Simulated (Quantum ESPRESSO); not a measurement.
# antimonene, 1 layer, rectangular cell, stepped through strain along the first axis, part 4 of 7

Aim: how the results for antimonene, 1 layer, rectangular cell change with strain along the first axis.

Quantum ESPRESSO 7.5; plane-wave DFT, PBE, GBRV ultrasoft pseudopotentials.

So far. Step 2 (Variable-cell relaxation of the reference):  The last row is no step: it is a fresh SCF in the final cell with a new plane-wave basis, +0 meV from the row before. Step 3 (Relaxation with pw.x, -4 %): The relaxation lowers the energy by 3 meV an atom.

### Step 6. Bands along a path, -4 %

Bands along a path place the edges.

The input, m0.bands.in:

```
&control
  prefix = 'm0.bands'
  outdir = './out'
  pseudo_dir = './pseudo'
  calculation = 'bands'
/
&system
  ibrav = 0
  nat = 4
  ntyp = 1
  ecutwfc = 40
  ecutrho = 200
  occupations = 'smearing'
  smearing = 'fd'
  degauss = 0.002
  nbnd = 36
/
&electrons
  conv_thr = 1e-07
  mixing_beta = 0.4
  electron_maxstep = 120
  mixing_mode = 'plain'
/
ATOMIC_SPECIES
  Sb  121.7600  sb_pbe_v1.4.uspp.F.UPF
CELL_PARAMETERS angstrom
  3.95397254304000 0.00000000000000 0.00000000000000
  0.00000000000000 7.13289968800000 0.00000000000000
  0.00000000000000 0.00000000000000 16.65000000000000
ATOMIC_POSITIONS crystal
  Sb  0.500000000000 0.164685249200 0.449940269200
  Sb  0.000000000000 0.664683617300 0.449939359900
  Sb  0.000000000000 0.335316382700 0.550060640100
  Sb  0.500000000000 0.835314750800 0.550059730800
K_POINTS crystal_b
5
  0.0000000000 0.0000000000 0.0000000000 12
  0.5000000000 0.0000000000 0.0000000000 12
  0.5000000000 0.5000000000 0.0000000000 12
  0.0000000000 0.5000000000 0.0000000000 12
  0.0000000000 0.0000000000 0.0000000000 1
```

Run with:

```sh
> cp -r out/m0.scf.save out/m0.bands.save
> cp out/m0.scf.xml out/m0.bands.xml
> OMP_NUM_THREADS=1 mpirun -n 4 pw.x -nk 4 -in m0.bands.in > m0.bands.out
```

Log:

```text
[banner, memory and clock lines left out]
Program PWSCF v.7.5 starts

          URL

     Atomic positions and unit cell read from directory:
     ./out/m0.bands.save/

     Found identity + (  0.5000  0.5000 -0.0000) symmetry
     This is a supercell, fractional translations are disabled
     Message from routine setup:
     using ibrav=0 with symmetry is DISCOURAGED, use correct ibrav instead

     G-vector sticks info

     bravais-lattice index     =            0
     lattice parameter (alat)  =       7.4719  a.u.
     unit-cell volume          =    3168.9151 (a.u.)^3
     number of atoms/cell      =            4
     number of atomic types    =            1
     number of electrons       =        60.00
     number of Kohn-Sham states=           36
     kinetic-energy cutoff     =      40.0000  Ry
     charge density cutoff     =     200.0000  Ry
     Exchange-correlation=  SLA  PW   PBX  PBC
                           (   1   4   3   4   0   0   0)

     celldm(1)=   7.471925  celldm(2)=   0.000000  celldm(3)=   0.000000
     celldm(4)=   0.000000  celldm(5)=   0.000000  celldm(6)=   0.000000

     crystal axes: (cart. coord. in units of alat)
               a(1) = (   1.000000   0.000000   0.000000 )
               a(2) = (   0.000000   1.803983   0.000000 )
               a(3) = (   0.000000   0.000000   4.210955 )

     reciprocal axes: (cart. coord. in units 2 pi/alat)
               b(1) = (  1.000000  0.000000  0.000000 )
               b(2) = (  0.000000  0.554329  0.000000 )
               b(3) = (  0.000000  0.000000  0.237476 )

     PseudoPot. # 1 for Sb read from file:
     ./pseudo/sb_pbe_v1.4.uspp.F.UPF
     Pseudo is Ultrasoft + core correction, Zval = 15.0
     Generated by new atomic code, or converted to UPF format
     Using radial grid of  891 points,  6 beta functions with:
                l(1) =   0
                l(2) =   0
                l(3) =   1
                l(4) =   1
                l(5) =   2
                l(6) =   2
     Q(r) pseudized with  8 coefficients,  rinner =    1.350   1.350   1.350
                                                       1.350   1.350

     atomic species   valence    mass     pseudopotential
     Sb               15.00   121.76000     Sb( 1.00)

      4 Sym. Ops., with inversion, found

   Cartesian axes

     site n.     atom                  positions (alat units)
         1        Sb     tau(   1) = (   0.5000000   0.2970894   1.8946782  )
         2        Sb     tau(   2) = (   0.0000000   1.1990780   1.8946743  )
         3        Sb     tau(   3) = (   0.0000000   0.6049051   2.3162805  )
         4        Sb     tau(   4) = (   0.5000000   1.5068937   2.3162767  )

     number of k points=    49  Fermi-Dirac smearing, width (Ry)=  0.0020
                       cart. coord. in units 2pi/alat
        k(    1) = (   0.0000000   0.0000000   0.0000000), wk =   0.0408163
        k(    2) = (   0.0416667   0.0000000   0.0000000), wk =   0.0408163
        k(    3) = (   0.0833333   0.0000000   0.0000000), wk =   0.0408163
        k(    4) = (   0.1250000   0.0000000   0.0000000), wk =   0.0408163
        k(    5) = (   0.1666667   0.0000000   0.0000000), wk =   0.0408163
        k(    6) = (   0.2083333   0.0000000   0.0000000), wk =   0.0408163
        k(    7) = (   0.2500000   0.0000000   0.0000000), wk =   0.0408163
        k(    8) = (   0.2916667   0.0000000   0.0000000), wk =   0.0408163
        k(    9) = (   0.3333333   0.0000000   0.0000000), wk =   0.0408163
        k(   10) = (   0.3750000   0.0000000   0.0000000), wk =   0.0408163
        k(   11) = (   0.4166667   0.0000000   0.0000000), wk =   0.0408163
        k(   12) = (   0.4583333   0.0000000   0.0000000), wk =   0.0408163
        k(   13) = (   0.5000000   0.0000000   0.0000000), wk =   0.0408163
        k(   14) = (   0.5000000   0.0230970   0.0000000), wk =   0.0408163
        k(   15) = (   0.5000000   0.0461941   0.0000000), wk =   0.0408163
        k(   16) = (   0.5000000   0.0692911   0.0000000), wk =   0.0408163
        k(   17) = (   0.5000000   0.0923882   0.0000000), wk =   0.0408163
        k(   18) = (   0.5000000   0.1154852   0.0000000), wk =   0.0408163
        k(   19) = (   0.5000000   0.1385822   0.0000000), wk =   0.0408163
        k(   20) = (   0.5000000   0.1616793   0.0000000), wk =   0.0408163
        k(   21) = (   0.5000000   0.1847763   0.0000000), wk =   0.0408163
        k(   22) = (   0.5000000   0.2078733   0.0000000), wk =   0.0408163
        k(   23) = (   0.5000000   0.2309704   0.0000000), wk =   0.0408163
        k(   24) = (   0.5000000   0.2540674   0.0000000), wk =   0.0408163
        k(   25) = (   0.5000000   0.2771645   0.0000000), wk =   0.0408163
        k(   26) = (   0.4583333   0.2771645   0.0000000), wk =   0.0408163
        k(   27) = (   0.4166667   0.2771645   0.0000000), wk =   0.0408163
        k(   28) = (   0.3750000   0.2771645   0.0000000), wk =   0.0408163
        k(   29) = (   0.3333333   0.2771645   0.0000000), wk =   0.0408163
        k(   30) = (   0.2916667   0.2771645   0.0000000), wk =   0.0408163
        k(   31) = (   0.2500000   0.2771645   0.0000000), wk =   0.0408163
        k(   32) = (   0.2083333   0.2771645   0.0000000), wk =   0.0408163
        k(   33) = (   0.1666667   0.2771645   0.0000000), wk =   0.0408163
        k(   34) = (   0.1250000   0.2771645   0.0000000), wk =   0.0408163
        k(   35) = (   0.0833333   0.2771645   0.0000000), wk =   0.0408163
        k(   36) = (   0.0416667   0.2771645   0.0000000), wk =   0.0408163
        k(   37) = (   0.0000000   0.2771645   0.0000000), wk =   0.0408163
        k(   38) = (   0.0000000   0.2540674   0.0000000), wk =   0.0408163
        k(   39) = (   0.0000000   0.2309704   0.0000000), wk =   0.0408163
        k(   40) = (   0.0000000   0.2078733   0.0000000), wk =   0.0408163
        k(   41) = (   0.0000000   0.1847763   0.0000000), wk =   0.0408163
        k(   42) = (   0.0000000   0.1616793   0.0000000), wk =   0.0408163
        k(   43) = (   0.0000000   0.1385822   0.0000000), wk =   0.0408163
        k(   44) = (   0.0000000   0.1154852   0.0000000), wk =   0.0408163
        k(   45) = (   0.0000000   0.0923882   0.0000000), wk =   0.0408163
        k(   46) = (   0.0000000   0.0692911   0.0000000), wk =   0.0408163
        k(   47) = (   0.0000000   0.0461941   0.0000000), wk =   0.0408163
        k(   48) = (   0.0000000   0.0230970   0.0000000), wk =   0.0408163
        k(   49) = (   0.0000000   0.0000000   0.0000000), wk =   0.0408163

     Dense  grid:   151329 G-vectors     FFT dimensions: (  36,  64, 144)

     Smooth grid:   108239 G-vectors     FFT dimensions: (  32,  60, 128)

     The potential is recalculated from file :
[...]
1.8589   1.8590   2.2476   2.2476

          k = 0.2917 0.2772 0.0000 ( 13514 PWs)   bands (ev):

   -29.6797 -29.6797 -29.6300 -29.6300 -29.6020 -29.6020 -29.5759 -29.5759
   -29.5461 -29.5461 -29.5272 -29.5272 -29.5064 -29.5064 -29.4823 -29.4823
   -29.4702 -29.4701 -29.4167 -29.4167 -11.2075 -11.2075  -8.0539  -8.0539
    -4.1454  -4.1454  -3.0335  -3.0335  -1.9466  -1.9466   0.5904   0.5904
     1.9430   1.9430   2.3484   2.3484

          k = 0.2500 0.2772 0.0000 ( 13534 PWs)   bands (ev):

   -29.6808 -29.6808 -29.6352 -29.6352 -29.6030 -29.6030 -29.5808 -29.5808
   -29.5485 -29.5485 -29.5241 -29.5241 -29.5035 -29.5035 -29.4777 -29.4777
   -29.4681 -29.4681 -29.4159 -29.4159 -11.3824 -11.3824  -7.9081  -7.9080
    -4.0113  -4.0113  -3.0948  -3.0948  -1.8248  -1.8248   0.7657   0.7657
     1.8509   1.8509   2.6096   2.6096

          k = 0.2083 0.2772 0.0000 ( 13570 PWs)   bands (ev):

   -29.6818 -29.6818 -29.6405 -29.6404 -29.6036 -29.6036 -29.5846 -29.5846
   -29.5511 -29.5511 -29.5212 -29.5212 -29.5016 -29.5016 -29.4746 -29.4746
   -29.4649 -29.4648 -29.4150 -29.4150 -11.5359 -11.5359  -7.8047  -7.8047
    -3.8744  -3.8744  -3.0621  -3.0621  -1.7570  -1.7570   0.9964   0.9964
     1.7399   1.7399   2.8342   2.8342

          k = 0.1667 0.2772 0.0000 ( 13550 PWs)   bands (ev):

   -29.6828 -29.6828 -29.6452 -29.6451 -29.6045 -29.6045 -29.5870 -29.5869
   -29.5537 -29.5537 -29.5185 -29.5185 -29.5007 -29.5007 -29.4726 -29.4726
   -29.4612 -29.4611 -29.4139 -29.4139 -11.6648 -11.6648  -7.7390  -7.7390
    -3.8054  -3.8054  -2.8733  -2.8733  -1.7308  -1.7308   1.1511   1.1512
     1.7360   1.7360   2.9152   2.9152

          k = 0.1250 0.2772 0.0000 ( 13540 PWs)   bands (ev):

   -29.6837 -29.6837 -29.6490 -29.6490 -29.6059 -29.6059 -29.5879 -29.5878
   -29.5560 -29.5560 -29.5161 -29.5160 -29.5006 -29.5006 -29.4713 -29.4713
   -29.4578 -29.4578 -29.4128 -29.4128 -11.7667 -11.7667  -7.7016  -7.7015
    -3.8041  -3.8041  -2.5511  -2.5511  -1.7286  -1.7285   1.0536   1.0536
     1.9694   1.9694   2.8318   2.8318

          k = 0.0833 0.2772 0.0000 ( 13516 PWs)   bands (ev):

   -29.6844 -29.6843 -29.6519 -29.6519 -29.6073 -29.6073 -29.5878 -29.5878
   -29.5579 -29.5579 -29.5139 -29.5139 -29.5010 -29.5010 -29.4704 -29.4704
   -29.4554 -29.4553 -29.4118 -29.4118 -11.8404 -11.8404  -7.6825  -7.6825
    -3.8265  -3.8265  -2.1812  -2.1811  -1.7338  -1.7338   0.8134   0.8134
     2.2784   2.2784   2.6817   2.6817

          k = 0.0417 0.2772 0.0000 ( 13538 PWs)   bands (ev):

   -29.6848 -29.6848 -29.6536 -29.6536 -29.6084 -29.6084 -29.5875 -29.5875
   -29.5591 -29.5591 -29.5124 -29.5124 -29.5015 -29.5015 -29.4699 -29.4699
   -29.4538 -29.4538 -29.4112 -29.4112 -11.8849 -11.8849  -7.6743  -7.6742
    -3.8465  -3.8465  -1.8775  -1.8775  -1.7227  -1.7227   0.5620   0.5620
     2.4663   2.4663   2.6239   2.6239

          k = 0.0000 0.2772 0.0000 ( 13548 PWs)   bands (ev):

   -29.6849 -29.6849 -29.6542 -29.6542 -29.6088 -29.6088 -29.5874 -29.5874
   -29.5596 -29.5596 -29.5119 -29.5119 -29.5018 -29.5018 -29.4697 -29.4697
   -29.4533 -29.4533 -29.4109 -29.4109 -11.8998 -11.8998  -7.6720  -7.6720
    -3.8541  -3.8541  -1.7968  -1.7968  -1.6697  -1.6697   0.4467   0.4467
     2.4611   2.4611   2.6838   2.6838

          k = 0.0000 0.2541 0.0000 ( 13550 PWs)   bands (ev):

   -29.6854 -29.6844 -29.6587 -29.6496 -29.6095 -29.6079 -29.5901 -29.5845
   -29.5615 -29.5575 -29.5141 -29.5098 -29.5027 -29.5009 -29.4714 -29.4684
   -29.4584 -29.4482 -29.4112 -29.4107 -12.0019 -11.7904  -7.7427  -7.6184
    -4.0057  -3.6718  -1.8376  -1.7740  -1.7609  -1.5735   0.3750   0.5438
     2.3880   2.4972   2.6425   2.7152

          k = 0.0000 0.2310 0.0000 ( 13557 PWs)   bands (ev):

   -29.6859 -29.6839 -29.6630 -29.6449 -29.6101 -29.6068 -29.5927 -29.5814
   -29.5633 -29.5552 -29.5165 -29.5078 -29.5039 -29.5003 -29.4740 -29.4673
   -29.4628 -29.4432 -29.4114 -29.4105 -12.0963 -11.6743  -7.8314  -7.5799
    -4.1251  -3.4615  -1.8980  -1.8464  -1.7665  -1.4733   0.3314   0.6622
     2.2901   2.4859   2.5907   2.7375

          k = 0.0000 0.2079 0.0000 ( 13551 PWs)   bands (ev):

   -29.6864 -29.6834 -29.6670 -29.6404 -29.6106 -29.6053 -29.5951 -29.5782
   -29.5648 -29.5529 -29.5191 -29.5060 -29.5053 -29.4998 -29.4778 -29.4663
   -29.4660 -29.4385 -29.4116 -29.4103 -12.1824 -11.5522  -7.9377  -7.5543
    -4.2124  -3.2266  -1.9774  -1.9254  -1.7704  -1.3706   0.3164   0.7967
     2.1775   2.4225   2.5289   2.7521

          k = 0.0000 0.1848 0.0000 ( 13565 PWs)   bands (ev):

   -29.6869 -29.6829 -29.6707 -29.6362 -29.6111 -29.6034 -29.5973 -29.5750
   -29.5662 -29.5505 -29.5218 -29.5069 -29.5044 -29.4993 -29.4829 -29.4681
   -29.4654 -29.4341 -29.4118 -29.4101 -12.2601 -11.4254  -8.0595  -7.5388
    -4.2690  -2.9711  -2.0732  -1.9973  -1.7821  -1.2668   0.3284   0.9417
     2.0573   2.3085   2.4582   2.7603

          k = 0.0000 0.1617 0.0000 ( 13563 PWs)   bands (ev):

   -29.6873 -29.6825 -29.6740 -29.6325 -29.6115 -29.6008 -29.5992 -29.5716
   -29.5674 -29.5480 -29.5246 -29.5087 -29.5030 -29.4990 -29.4886 -29.4694
   -29.4646 -29.4302 -29.4120 -29.4099 -12.3291 -11.2952  -8.1937  -7.5309
    -4.2978  -2.6994  -2.1809  -2.0617  -1.7984  -1.1638   0.3643   1.0913
     1.9341   2.1494   2.3808   2.7637

          k = 0.0000 0.1386 0.0000 ( 13549 PWs)   bands (ev):

   -29.6877 -29.6821 -29.6769 -29.6294 -29.6119 -29.6010 -29.5975 -29.5685
   -29.5682 -29.5457 -29.5275 -29.5108 -29.5018 -29.4987 -29.4943 -29.4703
   -29.4639 -29.4267 -29.4122 -29.4097 -12.3892 -11.1638  -8.3356  -7.5284
    -4.3031  -2.4165  -2.2953  -2.1183  -1.8165  -1.0640   0.4203   1.2384
     1.8106   1.9539   2.2998   2.7636

          k = 0.0000 0.1155 0.0000 ( 13563 PWs)   bands (ev):

   -29.6880 -29.6817 -29.6794 -29.6271 -29.6122 -29.6025 -29.5935 -29.5693
   -29.5647 -29.5435 -29.5306 -29.5132 -29.5007 -29.4999 -29.4985 -29.4710
   -29.4633 -29.4237 -29.4123 -29.4096 -12.4403 -11.0340  -8.4797  -7.5293
    -4.2898  -2.4104  -2.1666  -2.1296  -1.8328  -0.9703   0.4922   1.3684
     1.6885   1.7399   2.2189   2.7614

          k = 0.0000 0.0924 0.0000 ( 13559 PWs)   bands (ev):

   -29.6883 -29.6815 -29.6814 -29.6254 -29.6125 -29.6037 -29.5891 -29.5700
   -29.5612 -29.5417 -29.5337 -29.5157 -29.5048 -29.4998 -29.4984 -29.4715
   -29.4628 -29.4212 -29.4125 -29.4095 -12.4822 -10.9102  -8.6191  -7.5319
    -4.2638  -2.5199  -2.2064  -1.8848  -1.8074  -0.8858   0.5757   1.3863
     1.5693   1.6087   2.1427   2.7581

          k = 0.0000 0.0693 0.0000 ( 13581 PWs)   bands (ev):

   -29.6885 -29.6831 -29.6812 -29.6242 -29.6128 -29.6047 -29.5846 -29.5705
   -29.5577 -29.5405 -29.5370 -29.5181 -29.5090 -29.4992 -29.4983 -29.4719
   -29.4624 -29.4193 -29.4126 -29.4094 -12.5150 -10.7983  -8.7455  -7.5353
    -4.2317  -2.6168  -2.2376  -1.8741  -1.5584  -0.8143   0.6661   1.1869
     1.4546   1.6750   2.0762   2.7546

          k = 0.0000 0.0462 0.0000 ( 13591 PWs)   bands (ev):

   -29.6886 -29.6843 -29.6810 -29.6234 -29.6130 -29.6054 -29.5806 -29.5708
   -29.5541 -29.5403 -29.5402 -29.5196 -29.5123 -29.4987 -29.4982 -29.4722
   -29.4622 -29.4179 -29.4127 -29.4093 -12.5384 -10.7068  -8.8488  -7.5382
    -4.2009  -2.6940  -2.2599  -1.8830  -1.3191  -0.7597   0.7568   0.9696
     1.3486   1.7557   2.0241   2.7516

          k = 0.0000 0.0231 0.0000 ( 13619 PWs)   bands (ev):

   -29.6887 -29.6850 -29.6809 -29.6230 -29.6131 -29.6058 -29.5776 -29.5711
   -29.5506 -29.5437 -29.5407 -29.5200 -29.5147 -29.4984 -29.4982 -29.4723
   -29.4620 -29.4170 -29.4127 -29.4093 -12.5524 -10.6456  -8.9175  -7.5403
    -4.1786  -2.7441  -2.2734  -1.8892  -1.1439  -0.7252   0.8046   0.8346
     1.2625   1.8099   1.9909   2.7496

          k = 0.0000 0.0000 0.0000 ( 13615 PWs)   bands (ev):

   -29.6888 -29.6852 -29.6809 -29.6229 -29.6131 -29.6059 -29.5765 -29.5711
   -29.5473 -29.5470 -29.5410 -29.5199 -29.5157 -29.4983 -29.4982 -29.4724
   -29.4619 -29.4167 -29.4127 -29.4093 -12.5571 -10.6239  -8.9418  -7.5410
    -4.1704  -2.7615  -2.2779  -1.8913  -1.0775  -0.7135   0.7412   0.8692
     1.2252   1.8289   1.9795   2.7490

     XML data file, pseudopotentials, collected wavefunctions

                                        0.00s GPU  (     318 calls)
```

Run time: 52 s. Hardware: 4 MPI ranks of Arm Neoverse V1, shared host; peak memory 0.6 GiB; 3.4 min of CPU time.

Read from the output:

```
conduction bottom, on the run's zero : 0.2637 eV
gap by band count                    : 0.9772 eV
```

Band numbers count within the set of bands kept for display. The electronic bands at the labelled points (eV, zero at the highest filled level of the SCF mesh; v1 is the highest filled band, c1 the lowest empty one):

```csv
point,v4,v3,v2,v1,c1,c2,c3,c4
Γ,-1.56,-1.18,-0.36,0.00,1.45,1.58,1.94,2.54
halfway,-2.55,-2.03,-1.50,-0.93,1.20,1.75,2.31,2.90
X,-3.00,-3.00,-1.48,-1.48,1.53,1.53,2.29,2.29
halfway,-2.55,-2.55,-1.69,-1.69,1.66,1.66,2.16,2.16
S,-2.04,-2.04,-1.88,-1.88,1.23,1.23,1.95,1.95
halfway,-2.38,-2.38,-1.11,-1.11,1.48,1.48,2.56,2.56
Y,-1.08,-1.08,-0.96,-0.96,1.16,1.16,3.17,3.17
halfway,-1.58,-1.40,-1.10,-0.35,1.13,1.95,2.52,2.67
Γ,-1.56,-1.18,-0.36,0.00,1.45,1.58,1.94,2.54
```

Along this path the valence top lies at Γ and the conduction bottom between Γ and X.

[end of part 4 of 7]

[Logs are printed without paths, hosts, clocks, repeated set-up lines and the standing remarks that a program may print on its own settings, such as how far it seeks lower states.]

[Hosts, paths, dates, database ids (printed as entryN), source tags and the programs' standing remarks are cut or masked in the printed files.]

[Maps of the electrostatic potential energy from Ansatz leave out the sawtooth potential of an applied field or a dipole correction, so their vacuum need not be flat; planar profiles and work functions include it.]
